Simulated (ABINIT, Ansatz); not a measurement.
# Quasiparticle gap of BaTiO3 (P4mm) in ABINIT, part 3 of 3

Aim: the G0W0 gap of BaTiO3 (P4mm) on PBE, step by step.

ABINIT 10.8.3; PBE and many-body steps on it, plane waves. Known limits of the many-body steps: not at the basis limit; no spin-orbit coupling; coarse k mesh.

So far. Step 4 (Empty states on the mesh, 4×4×4 mesh, 322 bands): On this mesh the gap is 1.851 eV. Step 5 (Screening, 4×4×4 mesh, 314 bands, screening to 217.7 eV): Local fields lower ε∞ by 10 %. On a Γ-centred mesh this coarse the value itself is usually too large, while a short band sum pulls it down.

## (6) Self-energy, 4×4×4 mesh, 314 bands, screening to 217.7 eV

The self-energy is evaluated for the states that the input lists, and the levels follow from it, in one-shot runs by the linearised quasiparticle equation.

This step: G0W0 on PBE, plane waves, norm-conserving pseudopotentials.

Contents of run.abi:

```
acell 3*1.0 Angstrom
rprim 
  3.990480000000 0.000000000000 0.000000000000
  0.000000000000 3.990480000000 0.000000000000
  0.000000000000 0.000000000000 4.023030000000
ntypat 3
znucl 56 22 8
natom 5
typat 1 2 3 3 3
xred 
  0.000000000000 0.000000000000 0.000000000000
  0.500000000000 0.500000000000 0.522000000000
  0.500000000000 0.500000000000 0.979000000000
  0.500000000000 0.000000000000 0.488000000000
  0.000000000000 0.500000000000 0.488000000000
pp_dirpath "pseudos"
pseudos "Ba.upf, Ti.upf, O.upf"
ecut 38
ngkpt 4 4 4
nshiftk 1
shiftk 0 0 0
kptopt 1
chksymbreak 0
istwfk *1
occopt 1
irdwfk 1
optdriver 4
nband 314
gwcalctyp 0
ecutsigx 38
symsigma 1
nkptgw 2
kptgw 
  0.5000000000 0.5000000000 0.5000000000
  0.0000000000 0.0000000000 0.0000000000
bdgw 
  18 23
  19 23
ecuteps 8
irdscr 1
ppmodel 1
indata_prefix "in"
outdata_prefix "out"
tmpdata_prefix "tmp"
```

Started as:

```console
$ OMP_NUM_THREADS=1 mpirun -n 4 abinit run.abi > log
```

Numbers of over 12 decimals in the logs are rounded to 6 here.

The log of the run:

```text
.Version 10.8.3 of ABINIT. v10.8.2 released Aug 2026.

 Symmetries : space group P4 m m (# 99); Bravais tP (primitive tetrag.)
[... echo of the input left out ...]
== DATASET  1 ==================================================================
-   mpi_nproc: 4, omp_nthreads: 1 (-1 if OMP is not activated)

--- !DatasetInfo
iteration_state: {dtset: 1, }
dimensions: {natom: 5, nkpt: 18, mband: 314, nsppol: 1, nspinor: 1, nspden: 1, mpw: 4868, }
cutoff_energies: {ecut:  38.0, pawecutdg:  -1.0, }
electrons: {nelect:   4.00000000E+01, charge:   0.00000000E+00, occopt:   1.00000000E+00, tsmear:   1.00000000E-02, }

 SIGMA: Calculation of the GW corrections

 Based on a program developped by R.W. Godby, V. Olevano, G. Onida, and L. Reining.
 Incorporated in ABINIT by V. Olevano, G.-M. Rignanese, and M. Torrent.
.Using double precision arithmetic ; gwpc =  8

[... cell and pseudopotentials left out ...]
--------------------------------------------------------------------------------

 ==== K-mesh for the wavefunctions ====
 Number of points in the irreducible wedge :    18
[... list of points left out ...]
 Together with  8 symmetry operations and time-reversal symmetry
 yields    64 points in the full Brillouin Zone.

 ==== Q-mesh for screening function ====
 Number of points in the irreducible wedge :    18
[... list of points left out ...]
 Together with  8 symmetry operations and time-reversal symmetry
 yields    64 points in the full Brillouin Zone.

 vcoul_init : cutoff-mode = AUXILIARY_FUNCTION
 q-points for optical limit:   1
     1)      0.000010    0.000020    0.000030
 setmesh: FFT mesh size selected  =    45x   45x   45
          total number of points  =        91125

 Number of electrons calculated from density =   40.0000; Expected =   40.0000
 average of density, n =  0.092525
 r_s =    1.3716
 omega_plasma =   29.3417 [eV]

 === KS Band Gaps ===
  >>>> For spin  1
   Minimum direct gap =   2.2217 [eV], located at k-point      :   0.0000  0.0000  0.0000
   Fundamental gap    =   1.8512 [eV], Top of valence bands at :   0.5000  0.5000  0.5000
                                       Bottom of conduction at :   0.0000  0.0000  0.0000
 SIGMA fundamental parameters:
 PLASMON POLE MODEL  1
 number of plane-waves for SigmaX                 4865
 number of plane-waves for SigmaC and W            461
 number of plane-waves for wavefunctions          4865
 number of bands                                   314
 number of independent spin polarizations            1
 number of spinorial components                      1
 number of k-points in IBZ                          18
 number of q-points in IBZ                          18
 number of symmetry operations                       8
 number of k-points in BZ                           64
 number of q-points in BZ                           64
 number of frequencies for dSigma/dE                 9
 frequency step for dSigma/dE [eV]                0.25
 number of omega for Sigma on real axis              0
 max omega for Sigma on real axis  [eV]           0.00
 zcut for avoiding poles [eV]                     0.10

 EPSILON^-1 parameters (SCR file):
 dimension of the eps^-1 matrix on file            461
 dimension of the eps^-1 matrix used               461
 number of plane-waves for wavefunctions          4865
 number of bands                                   314
 number of q-points in IBZ                          18
 number of frequencies                               2
 number of real frequencies                          1
 number of imag frequencies                          1

 matrix elements of self-energy operator (all in [eV])

 Perturbative Calculation

--- !SelfEnergy_ee
iteration_state: {dtset: 1, }
kpoint     : [   0.500,    0.500,    0.500, ]
spin       : 1
KS_gap     :    4.248
QP_gap     :    6.034
Delta_QP_KS:    1.787
data: !SigmaeeData |
     Band     E0 <VxcDFT>   SigX SigC(E0)      Z dSigC/dE  Sig(E)    E-E0       E
       18   6.542 -19.963 -24.993   4.615   0.763  -0.311 -20.280  -0.317   6.225
       19   6.542 -19.963 -24.993   4.615   0.763  -0.311 -20.280  -0.317   6.225
       20   6.718 -20.008 -25.051   4.670   0.761  -0.314 -20.292  -0.284   6.434
       21  10.965 -21.853 -13.090  -6.750   0.746  -0.340 -20.350   1.502  12.468
       22  10.977 -21.854 -13.211  -6.587   0.744  -0.344 -20.324   1.530  12.507
       23  10.977 -21.854 -13.211  -6.587   0.744  -0.344 -20.324   1.530  12.507

--- !SelfEnergy_ee
iteration_state: {dtset: 1, }
kpoint     : [   0.000,    0.000,    0.000, ]
spin       : 1
KS_gap     :    2.222
QP_gap     :    3.732
Delta_QP_KS:    1.510
data: !SigmaeeData |
     Band     E0 <VxcDFT>   SigX SigC(E0)      Z dSigC/dE  Sig(E)    E-E0       E
       19   6.347 -20.006 -24.534   4.128   0.767  -0.303 -20.313  -0.308   6.040
       20   6.347 -20.006 -24.534   4.128   0.767  -0.303 -20.313  -0.308   6.040
       21   8.569 -18.775 -11.365  -5.865   0.778  -0.285 -17.572   1.203   9.772
       22   8.936 -19.060 -12.059  -5.428   0.777  -0.288 -17.838   1.222  10.159
       23   8.936 -19.060 -12.059  -5.428   0.777  -0.288 -17.838   1.222  10.159

== END DATASET(S) ==============================================================
================================================================================

 -outvars: echo values of variables after computation  --------
           etotal      0.0000000000E+00
            nband         314
             nkpt          18
          spgroup          99
 [... the other variables as echoed above ...]

 Calculation completed.
```

It took 2.6 min on 4 MPI ranks of Arm Neoverse V1, shared host; peak memory 4.5 GiB.

This step gave:

```yaml
g0w0_gap_on_the_points_computed: 3.338 eV
starting_gap_on_the_mesh: 1.851 eV
k_of_the_valence_top: 0.5, 0.5, 0.5
k_of_the_conduction_bottom: 0, 0, 0
z_at_the_valence_top: 0.761
z_at_the_conduction_bottom: 0.778
least_direct_g0w0_gap_on_the_computed_points: 3.732 eV
```

The gap on the mesh goes from 1.85 eV to 3.34 eV, a correction of +1.49 eV.

Limits: finite bands, cutoff and mesh; no spin-orbit coupling; coarse k mesh. v1 is the top filled band, c1 the lowest empty one. The levels before and after the correction (eV, zero at the valence-band top of each column):

```csv
,conduction bottom,valence top
Kohn-Sham,1.85,0.00
G0W0,3.34,0.00
```

```csv
,level,energy (eV)
Kohn-Sham,(0.5 0.5 0.5) v3-v2,-0.176
Kohn-Sham,(0.5 0.5 0.5) v1,0.000
Kohn-Sham,(0.5 0.5 0.5) c1,4.248
Kohn-Sham,(0.5 0.5 0.5) c2-c3,4.260
Kohn-Sham,Γ v2-v1,-0.371
Kohn-Sham,Γ c1,1.851
Kohn-Sham,Γ c2-c3,2.219
G0W0,(0.5 0.5 0.5) v3-v2,-0.209
G0W0,(0.5 0.5 0.5) v1,0.000
G0W0,(0.5 0.5 0.5) c1,6.034
G0W0,(0.5 0.5 0.5) c2-c3,6.073
G0W0,Γ v2-v1,-0.394
G0W0,Γ c1,3.338
G0W0,Γ c2-c3,3.725
```

## (7) Where the time went

Times are wall times on 4 MPI ranks of Arm Neoverse V1, shared host, good to a factor of about two.

```csv
step,time,share,memory (GiB)
ground state,84 s,5 %,0.38
bands along the symmetry lines,98 s,6 %,0.41
empty states on the mesh,6.7 min,26 %,5.3
screening,14 min,53 %,4.3
self-energy,2.6 min,10 %,4.5
```

## (8) Outcome

```yaml
pbe_gap: 1.85 eV, indirect
g0w0_gap_on_the_mesh: 3.34 eV
gw_settings: 4×4×4 mesh, 314 bands, screening to 217.7 eV, Godby-Needs plasmon pole
known_limits: not at the basis limit; no spin-orbit coupling; coarse k mesh
```

In words: G0W0 moves the gap on the mesh from 1.85 eV to 3.34 eV (+1.49 eV), with Z of 0.76 and 0.78 at the edges. Local fields lower the RPA ε∞ on this mesh from 6.44 to 5.79; a Γ-centred mesh this coarse tends to raise both, most where the direct gap is narrow, while a short band sum lowers them. Only 2 of the mesh's irreducible points were corrected, so a valley elsewhere could overtake. The dearest step here is «screening». Bands and cutoff are finite, so the gap is not at the basis limit. The miss can reach some tenths of an eV and take either sign; the mesh is an error of its own. In the G0W0 run levels were corrected at 2 k points alone, so a gap called «on the mesh» is the least over those, and an edge elsewhere would be missed. The 4×4×4 mesh is coarse for this cell, which bears on the long-range parts of exchange and screening. The many-body steps are scalar-relativistic: spin-orbit coupling is not in them.

[Paths, hosts, dates, memory and timing lines, banners, echoed tables and standing remarks are left out of the program output.]

[Logs are printed without paths, hosts, clocks, repeated set-up lines and the standing remarks that a program may print on its own settings, such as how far it seeks lower states.]

[Runs of the session that timed out or met a known fault of the program may be left out.]

[Hosts, paths, dates, database ids (printed as entryN), source tags and the programs' standing remarks are cut or masked in the printed files.]

[G0W0 gaps are taken among the corrected bands and points alone; a level outside them can change the order at an edge.]

[Where Ansatz stands beside ABINIT at settings called matched, ABINIT's density can come from a denser mesh and the files from another edition; pairs whose starting gaps differed by over 0.03 eV were left out, so agreement reads better than it is.]
